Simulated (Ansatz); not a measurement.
# SrLiCO3F (built on the sites of a database entry of RbSrCO3F): the cell at rest

Wanted: the relaxed cell of SrLiCO3F (built on the sites of a database entry of RbSrCO3F).

Program: Ansatz 0.2.0. Level of theory: DFT LDA, scalar-relativistic, plane waves, PAW. Results are calculated unless marked as measured.

The structure was built from a prototype and need not be the compound's stable phase.

## (1) The structure

Symmetry: P-6m2, No. 187, hexagonal system. Conventional cell: a = 4.546 Å, b = 4.546 Å, c = 4.109 Å, α = 90.00°, β = 90.00°, γ = 120.00°. Nearest to Li lie 6 O at 2.55 Å and 3 F at 2.62 Å. Nearest to Sr lie 2 F at 2.05 Å and 6 O at 2.28 Å. Nearest to C lie 3 O at 1.11 Å. O has 1 C at 1.11 Å and 2 Sr at 2.28 Å and 2 Li at 2.55 Å nearest. F has 2 Sr at 2.05 Å nearest. Farther neighbours and most contacts between anions are not listed.

## (2) A coarse first look

A quick single point on a coarse mesh tells whether the cell has a gap and how far it is from rest, which sets the k mesh and smearing that follow.

File input.yaml:

```yaml
crystal:
  lattice:
    - [4.54636, 0.0, 0.0]
    - [-2.27318, 3.93726, 0.0]
    - [0.0, 0.0, 4.10888]
  atoms:
    - { symbol: Li, position: [0.3333333333, 0.6666666667, 0.0] }
    - { symbol: Sr, position: [0.6666666667, 0.3333333333, 0.5] }
    - { symbol: C, position: [0.0, 0.0, 0.5] }
    - { symbol: O, position: [0.1411666667, 0.2823333333, 0.5] }
    - { symbol: O, position: [0.1411666667, 0.8588333333, 0.5] }
    - { symbol: O, position: [0.7176666667, 0.8588333333, 0.5] }
    - { symbol: F, position: [0.6666666667, 0.3333333333, 0.0] }
kpoints:
  mp_grid: { grid: [6, 6, 4] }
hamiltonian:
  xc: lda
scf:
  occupations: { method: gaussian, width: 0.1 }
output:
  forces: true
  stress: true
  eigenvalues: true
```

The run is started by

```bash
> ansatz run input.yaml --threads 8 --pin off --max-ram 14336MiB --backend cpu --events-out ev --progress --plain --runs-dir out
```

Numbers of over 12 decimals in the logs are rounded to 6 here.

What it wrote:

```text
Engine: ansatz 0.2.0, aarch64-unknown-linux-gnu
Pseudopotentials: kind: paw
Pseudopotential: Li, paw, valence charge 3, recommended cutoff 420 eV (normal), Li.paw.azcp
Pseudopotential: Sr, paw, valence charge 10, recommended cutoff 420 eV (normal), Sr.paw.azcp
Pseudopotential: C, paw, valence charge 4, recommended cutoff 420 eV (normal), C.paw.azcp
[...]
k-point 0: bands = [... 17 lower, 4.8024, 5.2308, 5.2308, 6.4528, 9.7714, 12.4698, 13.9481, 13.9481, ... 2 higher]
  k-point 1: bands = [... 17 lower, 3.9877, 5.2429, 5.2429, 6.4560, 10.3661, 12.7642, 14.0341, 14.0341, ... 2 higher]
  k-point 2: bands = [... 17 lower, 3.8598, 5.2521, 5.2521, 6.4576, 10.7593, 14.1633, 14.2118, 14.2118, ... 2 higher]
  k-point 20: bands = [... 17 lower, 3.7911, 3.8943, 4.2095, 5.4999, 12.7689, 13.8670, 13.9812, 14.6646, ... 2 higher]
[key lines of the parts left out:]
SCF converged after 8 iterations
Free energy (F): -6347.884084 eV
Fermi energy:    8.115805 eV
P = ⅓ Tr σ = 77.8116 GPa (778.116 kbar)
```

The job ended after 0.7 s (8 threads of Arm Neoverse V2, shared host; peak memory 0.38 GiB).

A gap read on the k-mesh alone can miss the band edges.

This step gave:

```
pressure           : 77.81 GPa
gap on the k-mesh  : 3.314 eV
volume per atom    : 10.51 Å³
direct gap on mesh : 3.319 eV
```

The coarse mesh shows a gap of 3.31 eV and a pressure of 77.8 GPa.

## (3) Coarse relaxation

A rough relaxation comes first, because large forces or stress need no tight tolerances yet.

Changes to input.yaml since step 2:

```diff
@@ -14,3 +14,3 @@
 kpoints:
-  mp_grid: { grid: [6, 6, 4] }
+  mp_grid: { grid: [6, 6, 6] }
 hamiltonian:
@@ -23 +23,6 @@
   eigenvalues: true
+relax:
+  adjacent_minimum: "off"
+  f_tol: 0.05
+  max_steps: 80
+  cell: { stress_tol: 0.5 }
```

What it wrote:

```text
[...]
Crystal: 7 atoms, lattice volume = 73.550 Å³
Basis set: ecut = 420 eV, 1447 PW (Γ)
Bands: 28, of which v1, the nominal top of the filled ones, is band 21 counted from 1 (20 counted from 0)
Symmetry: 12 space group operations
[...]
k-points: 28 of 216 (time reversal used)
[...]
- [-1.5381822299225543e-17, 0, 4.475500]
  atoms:
    - { symbol: Li, position: [0.333333, 0.666667, 0] }
    - { symbol: Sr, position: [0.666667, 0.333333, 0.5] }
    - { symbol: C, position: [-4.7601223486097296e-17, 1.5718710271466852e-17, 0.5] }
    - { symbol: O, position: [0.146815, 0.293630, 0.5] }
    - { symbol: O, position: [0.146815, 0.853185, 0.5] }
    - { symbol: O, position: [0.706370, 0.853185, 0.5] }
    - { symbol: F, position: [0.666667, 0.333333, 0] }
[key lines of the parts left out:]
SCF converged after 5 iterations
Free energy (F): -6354.054745 eV
Fermi energy:    4.787383 eV
P = ⅓ Tr σ = 0.3027 GPa (3.027 kbar)
```

Run time: 8.7 s. Hardware: 8 threads; peak memory 0.49 GiB.

Step by step:

| step | energy less that of the first step (eV) | largest force component (eV/Å) | pressure (GPa) | volume (Å³) |
| --- | --- | --- | --- | --- |
| 1 | 0.0000 | 19.8414 | 77.81 | 73.55 |
| 2 | -5.1987 | 3.5525 | 20.38 | 83.86 |
| 3 | -5.6776 | 1.6609 | 2.99 | 93.19 |
| 4 | -5.7297 | 0.3738 | 0.48 | 93.28 |
| 5 | -5.7336 | 0.0277 | 0.02 | 93.12 |
| 6* | -6.0804 | 0.0521 | 4.54 | 93.12 |
| 7 | -6.1327 | 0.0039 | 1.88 | 96.68 |
| 8 | -6.1313 | 0.0074 | 0.21 | 99.26 |
| 9* | -6.1705 | 0.0015 | 0.30 | 99.26 |

Relaxation steps marked * repeat the geometry before them on a plane-wave basis chosen anew for their cell, so energy and pressure can jump there.

The run keeps the 12 symmetry operations that it works with, so distortions that break them were not tested.

| conventional cell, symmetrised | before | after | change |
| --- | --- | --- | --- |
| a (Å) | 4.546 | 5.060 | +11.3 % |
| b (Å) | 4.546 | 5.060 | +11.3 % |
| c (Å) | 4.109 | 4.475 | +8.9 % |
| volume (Å³/atom) | 10.51 | 14.18 | +35.0 % |

The atoms that moved most (Å, as changes of fractional coordinates times the final cell):

| atom | dx | dy | dz | length |
| --- | --- | --- | --- | --- |
| O4 | 0.000 | 0.050 | 0.000 | 0.050 |
| O6 | -0.043 | -0.025 | 0.000 | 0.050 |
| O5 | 0.043 | -0.025 | 0.000 | 0.050 |

Numbers from this step:

| Quantity | Value |
| --- | --- |
| pressure | 0.3027 GPa |
| gap on the k-mesh | 3.442 eV |
| volume per atom | 14.18 Å³ |
| direct gap on mesh | 3.447 eV |

In this step the volume went from 10.51 to 14.18 Å³/atom.

## (4) Bringing the structure to rest

The cell and atoms are relaxed, since residual forces and stress would shift the frequencies.

File input.yaml:

```yaml
crystal:
  lattice:
    - [5.0604944867, 0.0, 0.0]
    - [-2.5302472434, 4.3825167812, 0.0]
    - [0.0, 0.0, 4.4754997801]
  atoms:
    - { symbol: Li, position: [0.3333333333, 0.6666666667, 0.0] }
    - { symbol: Sr, position: [0.6666666667, 0.3333333333, 0.5] }
    - { symbol: C, position: [0.0, 0.0, 0.5] }
    - { symbol: O, position: [0.1468151241, 0.2936302482, 0.5] }
    - { symbol: O, position: [0.1468151241, 0.8531848759, 0.5] }
    - { symbol: O, position: [0.7063697518, 0.8531848759, 0.5] }
    - { symbol: F, position: [0.6666666667, 0.3333333333, 0.0] }
kpoints:
  mp_grid: { grid: [6, 6, 4] }
hamiltonian:
  xc: lda
scf:
  occupations: { method: gaussian, width: 0.02 }
output:
  forces: true
  stress: true
  eigenvalues: true
relax:
  adjacent_minimum: "off"
  f_tol: 0.005
  max_steps: 80
  cell: { stress_tol: 0.05 }
```

What it wrote:

```text
[...]
Crystal: 7 atoms, lattice volume = 99.256 Å³
Basis set: ecut = 420 eV, 1977 PW (Γ)
Bands: 28, of which v1, the nominal top of the filled ones, is band 21 counted from 1 (20 counted from 0)
[... 1 set-up line as in the run before ...]
[...]
k-points: 21 of 144 (time reversal used)
[...]
SCF iter   1: F=—  HF=-6354.100670 eV  |F-HF|=—  |Δ(HF+E_count)|=         —  Δρ=1.32e-2  dr2=1.46e-1  ethr=1.77e-3  ⟨swp⟩=8.7  Hψ=3400  notcnv=0
[...]
SCF iter   8: F=-6354.054477 eV  HF=-6354.054477 eV  |F-HF|=7.98e-9  |Δ(HF+E_count)|=   7.83e-8  Δρ=2.76e-6  dr2=8.26e-9  ethr=2.38e-10  ⟨swp⟩=10.7  Hψ=2867  notcnv=0
SCF 1 converged in 8 iterations: F = -6354.054477 eV  dr2 = 8.26e-9
[...]
relax step   1: F+E_penalty+E_count = -6354.05447675 eV  Δ(F+E_penalty+E_count) = +0.000e0 eV  max|allowed force component| = 1.415e-3 eV/Å  Δτ_max = 0.0000 Å  P = +0.303 GPa  Ω = 99.256 Å³  (8 SCF iters, dr2 threshold 1.00e-7 eV, accepted)
Crystal: 7 atoms, lattice volume = 99.923 Å³
[...]
SCF iter   6: F=-6354.051837 eV  HF=-6354.051837 eV  |F-HF|=3.01e-8  |Δ(HF+E_count)|=   1.05e-7  Δρ=1.15e-5  dr2=1.21e-7  ethr=6.02e-10  ⟨swp⟩=6.8  Hψ=2811  notcnv=0
SCF 2 converged in 6 iterations: F = -6354.051837 eV  dr2 = 1.21e-7
relax step   2: F+E_penalty+E_count = -6354.05183654 eV  Δ(F+E_penalty+E_count) = +2.640e-3 eV  max|allowed force component| = 1.539e-2 eV/Å  Δτ_max = 0.0032 Å  P = -0.106 GPa  Ω = 99.923 Å³  energy of the carried Pulay correction = -2.952e-3 eV  (6 SCF iters, dr2 threshold 2.53e-7 eV, accepted)
Crystal: 7 atoms, lattice volume = 99.714 Å³
[...]
SCF iter   5: F=-6354.052869 eV  HF=-6354.052869 eV  |F-HF|=1.38e-8  |Δ(HF+E_count)|=   3.32e-8  Δρ=5.30e-6  dr2=3.03e-8  ethr=1.14e-10  ⟨swp⟩=4.7  Hψ=3004  notcnv=0
SCF 3 converged in 5 iterations: F = -6354.052869 eV  dr2 = 3.03e-8
relax step   3: F+E_penalty+E_count = -6354.05286920 eV  Δ(F+E_penalty+E_count) = -1.033e-3 eV  max|allowed force component| = 2.358e-3 eV/Å  Δτ_max = 0.0013 Å  P = +0.006 GPa  Ω = 99.714 Å³  energy of the carried Pulay correction = -2.037e-3 eV  (5 SCF iters, dr2 threshold 4.77e-8 eV, accepted)
[...]
SCF iter   1: F=—  HF=-6354.054548 eV  |F-HF|=—  |Δ(HF+E_count)|=         —  Δρ=4.00e-5  dr2=2.31e-7  ethr=1.17e-6  ⟨swp⟩=4.1  Hψ=5094  notcnv=0
eigensolver tolerance schedule: the retry pair's looser diagonalisation over-reported the residual by 2134.99 of it (diagonalisation noise at 4.22 of the residual, at the tolerance the schedule requests for it); recorded, not acted on — ethr = c·dr2/N_el stays at c = 1.0e-1
[...]
SCF iter   2: F=—  HF=-6354.054544 eV  |F-HF|=—  |Δ(HF+E_count)|=   3.45e-6  Δρ=1.87e-5  dr2=6.59e-8  ethr=5.49e-10  ⟨swp⟩=3.3  Hψ=1447  notcnv=0
[...]
SCF iter   7: F=-6354.054544 eV  HF=-6354.054544 eV  |F-HF|=2.73e-12  |Δ(HF+E_count)|=  3.18e-11  Δρ=7.18e-8  dr2=1.96e-12  ethr=1.00e-12  ⟨swp⟩=3.7  Hψ=2344  notcnv=0
SCF 4 converged in 7 iterations: F = -6354.054544 eV  dr2 = 1.96e-12
relax step   4: F+E_penalty+E_count = -6354.05454437 eV  Δ(F+E_penalty+E_count) = -1.675e-3 eV  max|allowed force component| = 2.295e-3 eV/Å  Δτ_max = 0.0000 Å  P = +0.039 GPa  Ω = 99.714 Å³  stress off target by 4.76e-2 GPa  SCF on the basis re-selected at this cell (its energy is not comparable with the rows above)  (7 SCF iters)
[...]
SCF converged after 7 iterations
Free energy (F): -6354.054544 eV
[...]
Internal energy: -6354.054544 eV  (E = F + TS)
E sigma→0 (E₀):  -6354.054544 eV
Fermi energy:    4.746108 eV
[...]
--- Forces (eV/Å), atoms counted from 1 ---
  atom   1  Li     0.00000000     0.00000000    -0.00000000
  atom   2  Sr     0.00000000    -0.00000000     0.00000000
  atom   3  C     -0.00000000    -0.00000000     0.00000000
  atom   4  O     -0.00000000     0.00229466     0.00000000
  atom   5  O      0.00198724    -0.00114733    -0.00000000
  atom   6  O     -0.00198724    -0.00114733    -0.00000000
  atom   7  F     -0.00000000    -0.00000000     0.00000000
  max |Σ_I F_I| component: 2.54e-17 eV/Å
--- Stress (GPa, compression-positive) ---
        0.034539       0.000000       0.000000
        0.000000       0.034539      -0.000000
        0.000000      -0.000000       0.047604
  P = ⅓ Tr σ = 0.0389 GPa (0.389 kbar)
--- Band table (eV; the first three rows and the last of 21) ---
  k-point 0: bands = [... 17 lower, 1.6227, 1.8631, 1.8631, 3.0253, 6.4624, 8.0710, 10.2896, 10.2896, ... 3 higher]
  k-point 1: bands = [... 17 lower, 1.5363, 1.8655, 1.8655, 3.0274, 6.9479, 8.2396, 10.3161, 10.3161, ... 3 higher]
  k-point 2: bands = [... 17 lower, 1.4545, 1.8674, 1.8674, 3.0299, 7.1985, 9.3230, 10.0379, 10.4113, ... 3 higher]
  k-point 20: bands = [... 17 lower, 1.2650, 1.2929, 1.4421, 2.2770, 8.6588, 9.7308, 9.9096, 9.9955, ... 3 higher]
--- Relaxed structure (3 steps of the walk, 3 accepted, 1 SCFs on fresh bases) ---
[...]
cell:  # Å, volume = 99.7136 Å³
    - [5.068749, 2.8914751013698976e-11, -2.7806255958364023e-19]
    - [-2.534374, 4.389665, 1.3903127979319598e-19]
    - [-2.459184428597618e-19, 0, 4.481490]
  atoms:
    - { symbol: Li, position: [0.333333, 0.666667, 0] }
    - { symbol: Sr, position: [0.666667, 0.333333, 0.5] }
    - { symbol: C, position: [-1.8277228382156155e-17, -1.5846192202811275e-17, 0.5] }
    - { symbol: O, position: [0.146597, 0.293193, 0.5] }
    - { symbol: O, position: [0.146597, 0.853403, 0.5] }
    - { symbol: O, position: [0.706807, 0.853403, 0.5] }
    - { symbol: F, position: [0.666667, 0.333333, 0] }
```

Wall time 3.3 s (8 threads); peak memory 0.48 GiB; 23 s of CPU time.

The steps of the relaxation:

| step | energy less that of the first step (eV) | largest force component (eV/Å) | pressure (GPa) | volume (Å³) |
| --- | --- | --- | --- | --- |
| 1 | 0.0000 | 0.0014 | 0.30 | 99.26 |
| 2 | 0.0026 | 0.0154 | -0.11 | 99.92 |
| 3 | 0.0016 | 0.0024 | 0.01 | 99.71 |
| 4* | -0.0001 | 0.0023 | 0.04 | 99.71 |

Relaxation steps marked * repeat the geometry before them on a plane-wave basis chosen anew for their cell, so energy and pressure can jump there.

Forces are held to the 12 operations that the run works with; a distortion that breaks them can't arise in this run.

| conventional cell, symmetrised | before | after | change |
| --- | --- | --- | --- |
| a (Å) | 5.060 | 5.069 | +0.2 % |
| b (Å) | 5.060 | 5.069 | +0.2 % |
| c (Å) | 4.475 | 4.481 | +0.1 % |
| volume (Å³/atom) | 14.18 | 14.24 | +0.5 % |

Numbers from this step:

| Property | Result |
| --- | --- |
| pressure | 0.03889 GPa |
| gap on the k-mesh | 3.432 eV |
| volume per atom | 14.24 Å³ |
| direct gap on mesh | 3.437 eV |

In this step the volume went from 14.18 to 14.24 Å³/atom.

## (5) Relaxing to small forces for the phonons

Phonons need a cell at rest on their own settings, so the relaxation is repeated with tight tolerances on forces and stress on the k mesh and occupations of the first response run.

File input.yaml:

```yaml
crystal:
  lattice:
    - [5.0687489664, 0.0, 0.0]
    - [-2.5343744832, 4.3896653703, 0.0]
    - [0.0, 0.0, 4.4814897393]
  atoms:
    - { symbol: Li, position: [0.3333333333, 0.6666666667, 0.0] }
    - { symbol: Sr, position: [0.6666666667, 0.3333333333, 0.5] }
    - { symbol: C, position: [0.0, 0.0, 0.5] }
    - { symbol: O, position: [0.1465965773, 0.2931931547, 0.5] }
    - { symbol: O, position: [0.1465965773, 0.8534034227, 0.5] }
    - { symbol: O, position: [0.7068068453, 0.8534034227, 0.5] }
    - { symbol: F, position: [0.6666666667, 0.3333333333, 0.0] }
kpoints:
  mp_grid: { grid: [6, 6, 4] }
hamiltonian:
  xc: lda
scf:
  occupations: { method: fixed }
output:
  forces: true
  stress: true
  eigenvalues: true
relax:
  adjacent_minimum: "off"
  f_tol: 0.001
  max_steps: 60
  cell: { stress_tol: 0.01 }
```

What it wrote:

```text
[...]
Crystal: 7 atoms, lattice volume = 99.714 Å³
Basis set: ecut = 420 eV, 1977 PW (Γ)
Bands: 28, of which v1, the nominal top of the filled ones, is band 21 counted from 1 (20 counted from 0)
[... 1 set-up line as in the run before ...]
[...]
k-points: 21 of 144 (time reversal used)
[...]
- [-2.534787, 4.390379, 0.0]
    - [0.0, 0.0, 4.482625]
  atoms:
    - { symbol: Li, position: [0.333333, 0.666667, 0.0] }
    - { symbol: Sr, position: [0.666667, 0.333333, 0.5] }
    - { symbol: C, position: [-1.057082909547702e-17, 1.0575943948223525e-17, 0.5] }
    - { symbol: O, position: [0.146579, 0.293158, 0.5] }
    - { symbol: O, position: [0.146579, 0.853421, 0.5] }
    - { symbol: O, position: [0.706842, 0.853421, 0.5] }
    - { symbol: F, position: [0.666667, 0.333333, 0.0] }
[key lines of the parts left out:]
SCF converged after 6 iterations
Free energy (F): -6354.054480 eV
Fermi energy:    3.025434 eV
P = ⅓ Tr σ = 0.0016 GPa (0.016 kbar)
```

Run time: 6.8 s. Hardware: 8 threads; peak memory 0.48 GiB.

Little changed from the start: no atom moved by 0.005 Å and no cell edge by 0.1 %.

Numbers from this step:

* pressure: 0.001586 GPa
* gap on the k-mesh: 3.431 eV
* volume per atom: 14.25 Å³
* direct gap on mesh: 3.436 eV

The largest force component left is 0.19 meV/Å and the pressure is 0.002 GPa, within the tolerances set. The cell now holds 14.25 Å³/atom.

## (6) Summary of results

| Item | Value |
| --- | --- |
| space group after relaxation (within 0.01 Å) | P-6m2 |
| lattice constant a | 5.070 Å |
| lattice constant b | 5.070 Å |
| lattice constant c | 4.483 Å |
| volume per atom | 14.3 Å³ |
| gap on the k-mesh | 3.43 eV |

The largest force component left is 0.19 meV/Å and the pressure is 0.002 GPa, within the tolerances set. The cell now holds 14.25 Å³/atom. The relaxation keeps the symmetry of its start, so it says nothing on stability against lower symmetry. The starting cell was built on a prototype and not taken from a measurement, so the phase need not exist.

[Logs are printed without paths, hosts, clocks, repeated set-up lines and the standing remarks that a program may print on its own settings, such as how far it seeks lower states.]

[Hosts, paths, dates, database ids (printed as entryN), source tags and the programs' standing remarks are cut or masked in the printed files.]
